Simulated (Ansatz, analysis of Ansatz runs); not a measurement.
# Reproducing a measured migration barrier: interstitial N in bcc Nb, hop from an octahedral to the next octahedral site

Aim: the migration barrier of interstitial N in bcc Nb, hop from an octahedral to the next octahedral site, to be set beside the measurement. Set-up: PBE, 32-site cell, PBE lattice, 420 eV, k: 4x4x4 Gamma-centred. The model is a cell of 32 host atoms with 1 N put in. The barrier is the energy of the highest image of a climbing band over the relaxed site that the atom leaves. A local or semilocal functional is the cheapest first rung.

**The experiment.** Migration barrier: 1.67 eV (quoted in “Ab-initio study of the transition pathways for single and double interstitial solute (H, N, O, H-H, N-N, and O-O) within bcc refractory metals (Mo and Nb)”, 2024, H. E. Quarshie et al., quoting earlier work (2007)). The calculation is set beside it at the end.

Method: plane-wave PAW DFT, PBE; relaxation of all atoms of a defect supercell, in Ansatz 0.2.0.

## Step 1: The starting structure

The cell holds 33 atoms: 32 Nb and 1 N. Its edges and angles: a = 9.358 Å, b = 9.358 Å, c = 9.358 Å, α = 60.0°, β = 60.0°, γ = 60.0°. It derives from Nb (space group Im-3m). Nearest the centre at fractional (0.375, 0.375, 0.625): N33 at 0.00 Å, Nb29 at 1.65 Å, Nb7 at 1.65 Å, Nb8 at 2.34 Å, Nb22 at 2.34 Å, Nb14 at 2.34 Å, Nb4 at 2.34 Å, Nb15 at 3.70 Å.

The host's primitive cell comes from a first run (plane-wave PAW DFT, PBE; relaxation of the host's cell and atoms): vectors of 2.865, 2.865 and 2.865 Å. That is 18.11 Å³ an atom, 0.2 % over the diffraction cell's volume. The supercell is built on it.

## Step 2: Relaxation, charge 0

A barrier counts from a true minimum, so both ends of the jump are relaxed first.

The input, start/input.yaml:

```yaml
relax:
  f_tol: 0.02
  max_steps: 80
  escape_saddle: false
crystal:
  lattice:
    - [0.0, 6.61676841, 6.61676841]
    - [6.61676841, 0.0, 6.61676841]
    - [6.61676841, 6.61676841, 0.0]
  atoms:
    - { symbol: Nb, position: [0.0, 0.0, 0.0] }
    - { symbol: Nb, position: [0.125, 0.125, 0.125] }
    - { symbol: Nb, position: [0.25, 0.25, 0.25] }
    - { symbol: Nb, position: [0.375, 0.375, 0.375] }
    - { symbol: Nb, position: [0.0, 0.0, 0.5] }
    - { symbol: Nb, position: [0.125, 0.125, 0.625] }
    - { symbol: Nb, position: [0.25, 0.25, 0.75] }
    - { symbol: Nb, position: [0.375, 0.375, 0.875] }
    - { symbol: Nb, position: [0.0, 0.5, 0.0] }
    - { symbol: Nb, position: [0.125, 0.625, 0.125] }
    - { symbol: Nb, position: [0.25, 0.75, 0.25] }
    - { symbol: Nb, position: [0.375, 0.875, 0.375] }
    - { symbol: Nb, position: [0.0, 0.5, 0.5] }
    - { symbol: Nb, position: [0.125, 0.625, 0.625] }
    - { symbol: Nb, position: [0.25, 0.75, 0.75] }
    - { symbol: Nb, position: [0.375, 0.875, 0.875] }
    - { symbol: Nb, position: [0.5, 0.0, 0.0] }
    - { symbol: Nb, position: [0.625, 0.125, 0.125] }
    - { symbol: Nb, position: [0.75, 0.25, 0.25] }
    - { symbol: Nb, position: [0.875, 0.375, 0.375] }
    - { symbol: Nb, position: [0.5, 0.0, 0.5] }
    - { symbol: Nb, position: [0.625, 0.125, 0.625] }
    - { symbol: Nb, position: [0.75, 0.25, 0.75] }
    - { symbol: Nb, position: [0.875, 0.375, 0.875] }
    - { symbol: Nb, position: [0.5, 0.5, 0.0] }
    - { symbol: Nb, position: [0.625, 0.625, 0.125] }
    - { symbol: Nb, position: [0.75, 0.75, 0.25] }
    - { symbol: Nb, position: [0.875, 0.875, 0.375] }
    - { symbol: Nb, position: [0.5, 0.5, 0.5] }
    - { symbol: Nb, position: [0.625, 0.625, 0.625] }
    - { symbol: Nb, position: [0.75, 0.75, 0.75] }
    - { symbol: Nb, position: [0.875, 0.875, 0.875] }
    - { symbol: "N", position: [0.375, 0.375, 0.625] }
basis:
  ecutwfc: 420
  xc_grid: 2
hamiltonian:
  xc: pbe
kpoints:
  mp_grid: { grid: [4, 4, 4] }
scf:
  occupations: { method: methfessel_paxton, width: 0.1 }
  max_iter: 120
output:
  forces: true
checkpoint:
  write: "../start.run"
  compress: false
  write_wavefunctions: true
  write_every: 100000
```

Command:

```sh
> ansatz run input.yaml --threads 8 --pin off --max-ram 14131MiB --backend cpu --events-out ev --progress --plain --runs-dir out
```

Numbers of over 12 decimals in the logs are rounded to 6 here.

Log:

```text
[... repeated set-up lines and file paths are left out, and long positions are rounded to six places ...]
Engine: ansatz 0.2.0, aarch64-unknown-linux-gnu
Pseudopotentials: kind: paw
Pseudopotential: Nb, paw, valence charge 13, recommended cutoff 420 eV (normal), Nb.paw.azcp
Pseudopotential: N, paw, valence charge 5, recommended cutoff 420 eV (normal), N.paw.azcp
Functional definition: PBE
  parameter kappa = 0.804
  parameter beta = 0.066725
  exchange = pbe_x(kappa = kappa, mu = beta*pi^2/3)
  correlation = pbe_c(beta = beta)
Crystal: 33 atoms, lattice volume = 579.386 Å³
Basis set: ecut = 420 eV, 11311 PW (Γ), exchange–correlation on 128×128×128 points (8 copies of the dense FFT grid, shifted against one another)
Bands: 253, of which v1, the nominal top of the filled ones, is band 211 counted from 1 (210 counted from 0)
Symmetry: 16 space group operations
Space group: I4/mmm (ITA 139), of the structure as read, at distance tolerance 8.3e-5 Å
k-points: 13 of 64
Non-local potential: Nb, projectors of the file, l = 0: 3, l = 1: 2, l = 2: 2, l = 3: 1
Non-local potential: N, projectors of the file, l = 0: 2, l = 1: 2, l = 2: 1
PAW form: soft (Blöchl's): semilocal exchange-correlation on the pseudo side does not see the compensation charge
PAW one-centre angular grid: Nb, 590 points (default); XC on 64 Gauss nodes
PAW one-centre angular grid: N, 110 points (default); XC on 64 Gauss nodes
Initial density: superposition of atomic densities (neutral atoms: chi_scale 0, normalization atom), corrected by the library's trained network
Initial wavefunctions: pseudopotential atomic-orbital guess
Functional: x = pbe(κ = 0.804, μ = 0.219515), c = pbe(β = 0.066725)
SCF iter   1: F=—  HF=-146054.875173 eV  |F-HF|=—  |Δ(HF+E_count)|=         —  Δρ=4.73e-3  dr2=3.06e-1  ethr=1.77e-3  ⟨swp⟩=6.3  Hψ=13735  notcnv=0
preconditioner: auto → Kerker (q_TF=auto, 2.587 Å⁻¹)  [metal: Δε(μ)=0.003 eV  Ē_g=3.839 eV  σ=0.100 eV  W_gap=0.03  n_scr=168 (ndim 8)  ℏωp=19.8 eV  f_vac=0.000  D(μ)=48.81/eV (n_scr^D=560)]
SCF iter   2: F=—  HF=-146054.845344 eV  |F-HF|=—  |Δ(HF+E_count)|=   2.98e-2  S|Δr|=    0.00e0  Δρ=2.60e-3  dr2=7.01e-2  ethr=7.28e-5  ⟨swp⟩=2.0  Hψ=3983  notcnv=0  defer=2
SCF iter   3: F=—  HF=-146054.838630 eV  |F-HF|=—  |Δ(HF+E_count)|=   6.71e-3  S|Δr|=    0.00e0  Δρ=4.76e-4  dr2=1.56e-3  ethr=1.67e-5  ⟨swp⟩=2.0  Hψ=5161  notcnv=0  defer=2
SCF iter   4: F=—  HF=-146054.839771 eV  |F-HF|=—  |Δ(HF+E_count)|=   1.14e-3  S|Δr|=    0.00e0  Δρ=1.71e-4  dr2=1.43e-4  ethr=3.71e-7  ⟨swp⟩=2.2  Hψ=4395  notcnv=0  defer=2
SCF iter   5: F=-146054.839757 eV  HF=-146054.839758 eV  |F-HF|=1.20e-6  |Δ(HF+E_count)|=   1.29e-5  S|Δr|=    0.00e0  Δρ=3.11e-5  dr2=4.80e-6  ethr=2.38e-9  ⟨swp⟩=3.0  Hψ=11705  notcnv=0
SCF 1 converged in 5 iterations: F = -146054.839757 eV  dr2 = 4.80e-6
  greatest PAW one-centre occupation: 0.998 electrons in one spin orbital (limit 2), on the Nb atom at site 28 (counted from 0), in its partial waves of l = 0
relax step   1: F+E_penalty+E_count = -146054.83975707 eV  Δ(F+E_penalty+E_count) = +0.000e0 eV  max|allowed force component| = 1.537e1 eV/Å  Δτ_max = 0.0000 Å  (5 SCF iters, dr2 threshold 1.00e-5 eV, accepted)
[... the SCF cycles and remarks between the steps are left out from here to the last step ...]
relax step   2: F+E_penalty+E_count = -146058.42586551 eV  Δ(F+E_penalty+E_count) = -3.586e0 eV  max|allowed force component| = 4.002e0 eV/Å  Δτ_max = 0.1968 Å  (6 SCF iters, dr2 threshold 1.00e-4 eV, accepted)
relax step   3: F+E_penalty+E_count = -146059.27600089 eV  Δ(F+E_penalty+E_count) = -8.501e-1 eV  max|allowed force component| = 7.695e-1 eV/Å  Δτ_max = 0.1410 Å  (6 SCF iters, dr2 threshold 1.00e-4 eV, accepted)
relax step   4: F+E_penalty+E_count = -146059.43613784 eV  Δ(F+E_penalty+E_count) = -1.601e-1 eV  max|allowed force component| = 6.222e-2 eV/Å  Δτ_max = 0.0558 Å  (5 SCF iters, dr2 threshold 3.70e-5 eV, accepted)
SCF iter   1: F=—  HF=-146059.438365 eV  |F-HF|=—  |Δ(HF+E_count)|=         —  Δρ=8.01e-4  dr2=1.63e-2  ethr=4.48e-5  ⟨swp⟩=4.0  Hψ=6544  notcnv=0  defer=366
SCF iter   2: F=—  HF=-146059.437554 eV  |F-HF|=—  |Δ(HF+E_count)|=   8.11e-4  S|Δr|=    0.00e0  Δρ=4.30e-4  dr2=4.74e-3  ethr=3.87e-6  ⟨swp⟩=1.0  Hψ=3783  notcnv=0  defer=366
SCF iter   3: F=—  HF=-146059.437232 eV  |F-HF|=—  |Δ(HF+E_count)|=   3.22e-4  S|Δr|=    0.00e0  Δρ=6.89e-5  dr2=3.24e-5  ethr=1.12e-6  ⟨swp⟩=2.0  Hψ=3663  notcnv=0  defer=366
SCF iter   4: F=—  HF=-146059.438489 eV  |F-HF|=—  |Δ(HF+E_count)|=   1.26e-3  S|Δr|=    0.00e0  Δρ=1.86e-5  dr2=5.86e-6  ethr=7.69e-9  ⟨swp⟩=2.7  Hψ=5405  notcnv=0  defer=366
SCF iter   5: F=—  HF=-146059.438489 eV  |F-HF|=—  |Δ(HF+E_count)|=   4.41e-7  S|Δr|=    0.00e0  Δρ=4.38e-6  dr2=2.34e-7  ethr=1.39e-9  ⟨swp⟩=2.0  Hψ=3994  notcnv=0  defer=366
SCF iter   6: F=-146059.438489 eV  HF=-146059.438489 eV  |F-HF|=6.98e-9  |Δ(HF+E_count)|=   2.88e-8  S|Δr|=    0.00e0  Δρ=1.36e-6  dr2=1.26e-8  ethr=2.38e-11  ⟨swp⟩=4.8  Hψ=10434  notcnv=0
SCF 5 converged in 6 iterations: F = -146059.438489 eV  dr2 = 1.26e-8
relax step   5: F+E_penalty+E_count = -146059.43848882 eV  Δ(F+E_penalty+E_count) = -2.351e-3 eV  max|allowed force component| = 1.524e-2 eV/Å  Δτ_max = 0.0082 Å  (6 SCF iters, accepted)
NSCF: frozen V_eff on 13 k-points
the search or the solves at the SCF's close seem to have found levels that the self-consistency loop had missed (the run counts 1). By its estimate they hold under 1e-12 electrons; where the run keeps them, the occupations were computed again with them
SCF converged after 6 iterations
Stability not checked: this state was not tested for a lower state beside it, because cold or Methfessel-Paxton smearing, or corrected tetrahedra, fill the levels in a way that the test cannot read (fill_not_monotonic; see scf.lower_state_search)
Free energy (F): -146059.438489 eV
Harris-Foulkes:  -146059.438489 eV  (|F-HF|=6.98e-9)
Internal energy: -146059.450323 eV  (E = F + TS)
E sigma→0 (E₀):  -146059.441447 eV
Entropy (-TS):   0.011835 eV (0.359 meV/atom)
Fermi energy:    17.880629 eV
--- Per-component energies (eV) ---
  E_band       = -2106.924026
  E_kinetic    = 12786.641425
  E_local      = -22363.765035  (includes V_loc(G=0)·N_el)
  E_nonlocal   = 3880.763410
  E_hartree    = 6979.819439
  E_xc         = -5688.006001
  E_vxc        = -6905.206811  (∫ρ·V_xc dr)
  E_paw        = -98476.815208  (= ΣΔE_a)
  E_vpaw       = -3464.995790  (= ΣTr[D̂ρ^β])
  E_aug_tail   = 0.000293  (compensation charges beyond the density's cutoff)
  E_ewald      = -43178.088646
  E_smearing   = 0.011835  (= −TS)
  E_closure    = 0.000000  (closes the sum)
  Σ components = -146059.438489   (vs F -146059.438489, Δ=0.00e0)
--- Forces (eV/Å), atoms counted from 1 ---
  atom   1  Nb     0.00000000     0.00000000    -0.00523897
  atom   2  Nb     0.00042277     0.00042277     0.00349187
  atom   3  Nb     0.00000000    -0.00000000     0.00631726
  atom   4  Nb    -0.01524289    -0.01524289     0.00000000
  atom   5  Nb     0.00000000    -0.00000000    -0.00631726
  atom   6  Nb    -0.00042277    -0.00042277     0.00349187
  atom   7  Nb     0.00000000     0.00000000    -0.01487309
  atom   8  Nb     0.01524289     0.01524289    -0.00000000
  atom   9  Nb    -0.00257646     0.00000000    -0.00824560
  atom  10  Nb     0.00691797    -0.00691797     0.00000000
  atom  11  Nb     0.00000000     0.00257646     0.00824560
  atom  12  Nb     0.00042277    -0.00042277    -0.00349187
  atom  13  Nb     0.00000000     0.00257646    -0.00824560
  atom  14  Nb     0.01524289    -0.01524289     0.00000000
  atom  15  Nb    -0.00257646     0.00000000     0.00824560
  atom  16  Nb    -0.00042277     0.00042277     0.00349187
  atom  17  Nb     0.00000000    -0.00257646    -0.00824560
  atom  18  Nb    -0.00691797     0.00691797     0.00000000
  atom  19  Nb     0.00257646     0.00000000     0.00824560
  atom  20  Nb    -0.00042277     0.00042277    -0.00349187
  atom  21  Nb     0.00257646     0.00000000    -0.00824560
  atom  22  Nb    -0.01524289     0.01524289     0.00000000
  atom  23  Nb     0.00000000    -0.00257646     0.00824560
  atom  24  Nb     0.00042277    -0.00042277     0.00349187
  atom  25  Nb     0.00000000    -0.00000000    -0.00631726
  atom  26  Nb    -0.00042277    -0.00042277    -0.00349187
  atom  27  Nb     0.00000000     0.00000000     0.00523897
  atom  28  Nb    -0.00691797    -0.00691797     0.00000000
  atom  29  Nb     0.00000000     0.00000000     0.01487309
  atom  30  Nb     0.00042277     0.00042277    -0.00349187
  atom  31  Nb     0.00000000    -0.00000000     0.00631726
  atom  32  Nb     0.00691797     0.00691797     0.00000000
  atom  33  N     -0.00000000     0.00000000    -0.00000000
  max |Σ_I F_I| component: 3.47e-18 eV/Å
--- Band table (eV; the first three rows and the last of 13) ---
  k-point 0: bands = ["-36.6310", "-36.5769", "-36.5769", "-36.5510", [... 245 left out ...] "21.0749", "21.0860", "21.0998", "21.1291"]
  k-point 1: bands = ["-36.6268", "-36.5801", "-36.5770", "-36.5500", [... 245 left out ...] "20.9418", "20.9949", "20.9949", "21.0627"]
  [... further k-points left out ...]
--- Relaxed structure (5 steps of the walk, 5 accepted, 0 SCFs on fresh bases) ---
  F+E_penalty+E_count = -146059.43848882 eV   max|allowed force component| = 1.524e-2 eV/Å
  atoms:
    - { symbol: Nb, position: [-0.010491, -0.010491, 0.010491] }
    - { symbol: Nb, position: [0.118486, 0.118486, 0.136108] }
    - { symbol: Nb, position: [0.249993, 0.249993, 0.250007] }
    - { symbol: Nb, position: [0.375, 0.375, 0.388514] }
    - { symbol: Nb, position: [6.9934351697209206e-6, 6.9934351697209206e-6, 0.499993] }
    - { symbol: Nb, position: [0.118486, 0.118486, 0.626921] }
    - { symbol: Nb, position: [0.220125, 0.220125, 0.779875] }
    - { symbol: Nb, position: [0.375, 0.375, 0.861486] }
    - { symbol: Nb, position: [0.001370, 0.498540, -0.001370] }
    - { symbol: Nb, position: [0.133608, 0.616392, 0.125] }
    - { symbol: Nb, position: [0.251460, 0.748630, 0.251370] }
    - { symbol: Nb, position: [0.376921, 0.886108, 0.368486] }
    - { symbol: Nb, position: [0.001370, 0.498540, 0.501460] }
    - { symbol: Nb, position: [0.138514, 0.611486, 0.625] }
    - { symbol: Nb, position: [0.251460, 0.748630, 0.748540] }
    - { symbol: Nb, position: [0.373079, 0.863892, 0.881514] }
    - { symbol: Nb, position: [0.498540, 0.001370, -0.001370] }
    - { symbol: Nb, position: [0.616392, 0.133608, 0.125] }
    - { symbol: Nb, position: [0.748630, 0.251460, 0.251370] }
    - { symbol: Nb, position: [0.886108, 0.376921, 0.368486] }
    - { symbol: Nb, position: [0.498540, 0.001370, 0.501460] }
    - { symbol: Nb, position: [0.611486, 0.138514, 0.625] }
    - { symbol: Nb, position: [0.748630, 0.251460, 0.748540] }
    - { symbol: Nb, position: [0.863892, 0.373079, 0.881514] }
    - { symbol: Nb, position: [0.500007, 0.500007, -6.993435169633244e-6] }
    - { symbol: Nb, position: [0.631514, 0.631514, 0.113892] }
    - { symbol: Nb, position: [0.760491, 0.760491, 0.239509] }
    - { symbol: Nb, position: [0.875, 0.875, 0.383608] }
    - { symbol: Nb, position: [0.529875, 0.529875, 0.470125] }
    - { symbol: Nb, position: [0.631514, 0.631514, 0.623079] }
    - { symbol: Nb, position: [0.749993, 0.749993, 0.750007] }
    - { symbol: Nb, position: [0.875, 0.875, 0.866392] }
    - { symbol: N, position: [0.375, 0.375, 0.625000] }
```

It took 80 s on 8 threads of Arm Neoverse V2, shared host; peak memory 5.9 GiB.

Step by step:

| step | energy less that of the first step (eV) | largest force component (eV/Å) |
| --- | --- | --- |
| 1 | 0.0000 | 15.3656 |
| 2 | -3.5861 | 4.0016 |
| 3 | -4.4362 | 0.7695 |
| 4 | -4.5964 | 0.0622 |
| 5 | -4.5987 | 0.0152 |

Forces are held to the 16 operations that the run works with; a distortion that breaks them can't arise in this run.

The atoms that moved most (Å):

| atom | dx | dy | dz | length |
| --- | --- | --- | --- | --- |
| Nb7 | 0.000 | 0.000 | -0.395 | 0.395 |
| Nb29 | 0.000 | 0.000 | 0.395 | 0.395 |
| Nb27 | 0.000 | 0.000 | 0.139 | 0.139 |
| Nb1 | 0.000 | 0.000 | -0.139 | 0.139 |
| Nb4 | 0.089 | 0.089 | 0.000 | 0.126 |
| Nb22 | 0.089 | -0.089 | 0.000 | 0.126 |
| Nb14 | -0.089 | 0.089 | 0.000 | 0.126 |
| Nb8 | -0.089 | -0.089 | 0.000 | 0.126 |

Neighbours of N33 at the end:

| atom | distance (Å) |
| --- | --- |
| Nb7 | 2.050 |
| Nb29 | 2.050 |
| Nb8 | 2.213 |
| Nb22 | 2.213 |
| Nb14 | 2.213 |
| Nb4 | 2.213 |
| Nb9 | 3.682 |
| Nb17 | 3.682 |
| Nb21 | 3.682 |
| Nb11 | 3.682 |
| Nb13 | 3.682 |
| Nb19 | 3.682 |
| Nb23 | 3.682 |
| Nb15 | 3.682 |

Numbers from this step:

| Quantity | Value |
| --- | --- |
| free energy | -146059.4385 eV |
| smearing term TS | -0.01183 eV |

The other runs of this kind differ in structure, charge or spin alone:

| run | outcome | energy less the first (eV) | moment (μB) | time |
| --- | --- | --- | --- | --- |
| relaxation, charge 0 | converged | 0.0000 | 0.00 | 80 s |
| relaxation, charge 0 | converged | 0.0000 | 0.00 | 81 s |

The relaxation ends 139 meV an atom lower, with a largest force component of 0.015 eV/Å.

(Part 1 of 2 ends here.)

[Logs are printed without paths, hosts, clocks, repeated set-up lines and the standing remarks that a program may print on its own settings, such as how far it seeks lower states.]

[Hosts, paths, dates, database ids (printed as entryN), source tags and the programs' standing remarks are cut or masked in the printed files.]

[For some hosts the program warned that the k-mesh of the response run may be too coarse for force constants and the static dielectric constant; such warnings are not shown here.]
